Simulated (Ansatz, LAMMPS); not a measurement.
# Amorphous HfO2 (66 atoms) under strain: runs compared

How stiff is amorphous HfO2 (66 atoms), and how do its levels respond to strain?

Computed with Ansatz 0.2.0: Kohn-Sham DFT, PBE, PAW (set soft_1), plane waves.

### Step 1. The cell as built

The cell holds 66 atoms: 22 Hf and 44 O. Its edges and angles: a = 9.594 Å, b = 9.594 Å, c = 9.594 Å, α = 90.0°, β = 90.0°, γ = 90.0°. 66 atoms (22 Zr, 44 O) placed at random at 5.13 g/cm³, melted at 5000 K for 10 ps at fixed volume with the Morse and Coulomb pair potential with partial charges (Pedone, Malavasi, Menziani, Cormack and Segre, J. Phys. Chem. B 110, 11780 (2006)). Quenched from 5000 K to 300 K at 5 K/ps and fixed volume, held 10 ps at zero pressure, then minimised at fixed cell. Then Zr was replaced by Hf and the cell scaled by 1.008 (the potential has no terms for the new elements, so the cell is a start for a DFT relaxation).

Limits known from the start: The quench rate of 5 K/ps is orders of magnitude faster than experiment, which tends to freeze in extra defects. The starting topology of bonds comes from the classical model, and needn't be the one that DFT or experiment would give. Sampling is at Γ alone. No spin–orbit coupling is included, so levels derived from the heavy atoms are approximate.

### Step 2. The reference run

The reference is a single point at the end of the relaxation.

Every strained cell starts from the geometry of this run, and its atoms are relaxed with the cell held.

Its input, with most atom lines left out:

```yaml
crystal:
  lattice:
    - [9.30035, -0.19573, -0.0425]
    - [-0.19573, 9.64236, 0.20609]
    - [-0.0425, 0.20609, 9.43782]
  atoms:
    - { symbol: Hf, position: [0.74533, 0.0586, 0.39804] }
    - { symbol: Hf, position: [0.18789, 0.64173, 0.40143] }
    - { symbol: Hf, position: [0.91641, 0.00613, 0.99829] }
    - { symbol: Hf, position: [0.70477, 0.28798, 0.08939] }
    - { symbol: Hf, position: [0.5979, 0.91294, 0.11563] }
    - { symbol: Hf, position: [0.85411, 0.22789, 0.72954] }
    - { symbol: Hf, position: [0.33302, 0.11175, 0.03175] }
    [... atom lines 8 to 66 left out ...]
kpoints:
  mp_grid: { grid: [1, 1, 1] }
hamiltonian:
  xc: pbe
  pseudopotentials: { kind: paw, azcp: { folder: soft_1 } }
scf:
  occupations: { method: fixed }
output:
  forces: true
  stress: true
  populations: true
  dos:
    method: { smearing: { sigma: 0.1 } }
    de: 0.1
    projected: { site_lists: { Hf: [Hf], O: [O] } }
  eigenvalues: true
  write_density: true
  write_potential: true
  volumetric_format: npy
  elf: true
```

```
free energy per atom   : -5620.7025 eV/atom
r.m.s. force component : 0.00397 eV/Å
pressure               : -0.01455 GPa
```

Filled and empty levels are parted by 3.92 eV (at Γ alone); a semilocal functional tends to put such gaps too low. In a disordered cell it changes from sample to sample, and tail or defect levels can set it.

### Step 3. The runs

Each row is one run, on 4 threads of Intel Xeon Platinum 8488C (Sapphire Rapids), shared host. The free energy is the program's total, comparable only between runs with the same functional, potentials and atoms.

```
                                 run  atoms    outcome  ionic steps, all passes  free energy (eV)     time  host memory (GiB)
           Single point at the start     66  converged                        -       -370963.771     10 s                1.5
              Cell and atoms relaxed     66  converged                       11       -370966.365     81 s                1.6
Single point at the relaxed geometry     66  converged                        -       -370966.365     14 s                1.5
                         Volume -3 %     66  converged                       14       -370966.165  1.9 min                1.5
                         Volume +3 %     66  converged                        8       -370966.065     66 s                1.5
                         Volume -6 %     66  converged                        9       -370965.127     69 s                1.4
                         Volume +6 %     66  converged                       12       -370965.481  1.8 min                1.6
                        Volume -10 %     66  converged                       10       -370962.378     75 s                1.4
            Stretched by 1 % along x     66  converged                        6       -370966.305     47 s                1.5
           Compressed by 1 % along x     66  converged                        6       -370966.303     50 s                1.5
                Sheared by 2 % in xy     66  converged                        6       -370966.291     58 s                1.5
```

In some runs the program notes that the SCF threshold is loose for the stress.

### Step 4. Pressure against volume

Atoms are relaxed at each volume, in the scaled cell.

```
volume change (%)  volume (Å³/atom)  energy change (meV/atom)  pressure (GPa)  largest move on relaxing (Å)  bonds  gap (eV)
              -10            11.531                     60.40           16.30                          0.54    146                3.88
               -6            12.043                     18.76            9.23                          0.54    142                3.95
               -3            12.428                      3.04            4.03                          0.55    140                3.94
               +0            12.812                      0.00           -0.01                             -    138                3.92
               +3            13.196                      4.55           -3.42                          0.25    137                3.89
               +6            13.581                     13.39           -5.37                          0.49    133                3.90
```

### Step 5. Uniaxial strain and shear

Stress (GPa, compression positive) less that of the relaxed cell, atoms relaxed:

```
                   strain      xx      yy      zz      xy  energy change (meV/atom)
 stretched by 1 % along x  -2.067  -0.785  -1.196   0.087                      0.90
compressed by 1 % along x   2.361   0.880   1.291  -0.033                      0.95
     sheared by 2 % in xy   0.209   0.328   0.357  -1.331                      1.13
```

### Step 6. What came out

The bulk modulus, from the slope of pressure against ln V over the three points nearest the relaxed volume, is 124 GPa; between neighbouring points the slope runs 163, 166, 133, 115 and 68 GPa from the smallest volume up, without a steady fall, so no pressure derivative is given. The count of bonds runs from 133 to 146 over the series, so at some points contacts cross the cutoffs. At -10 %, -6 % and -3 % some atom moved by over 0.5 Å on relaxing, so those points may sit in another local minimum. The curvature of the energy over the same three points gives 105 GPa instead, so stress and energy disagree and the modulus is uncertain by that much. The gap goes from 3.88 eV at the smallest volume to 3.90 eV at the largest, not monotonically (lowest 3.88, highest 3.95 eV), on the run's k-points. In the Cartesian axes of the cell, finite differences give C11 = 221, C12 = 83.2, C13 = 124 and C66 = 66.6 GPa (the shear of 2 % is the engineering strain, εxy = 0.01). The mean of C11, C12 and C13, which equals the bulk modulus in a cubic or isotropic solid, is 143 GPa: it lies 15 % over the bulk modulus from the volumes. For an isotropic solid C66 would equal (C11 − C12)/2 = 69.1 GPa; so small a sample needn't be isotropic, and C66 rests on one shear. With the bulk modulus and C66 as K and G, Young's modulus would be about 169 GPa and Poisson's ratio 0.27.

**Limits.** Strains are finite and relaxations stop at the force tolerance of the input, which can leave moduli too stiff; they are those of a static cell at zero temperature. Volumes are changed with the cell's shape held, so in an anisotropic solid the modulus lies over the one under free hydrostatic load. The program notes that the SCF threshold of the relaxations is loose for the stress.

The DFT runs together took 12 min of wall time.

[Logs are printed without paths, hosts, clocks, repeated set-up lines and the standing remarks that a program may print on its own settings, such as how far it seeks lower states.]

[Hosts, paths, dates, database ids (printed as entryN), source tags and the programs' standing remarks are cut or masked in the printed files.]
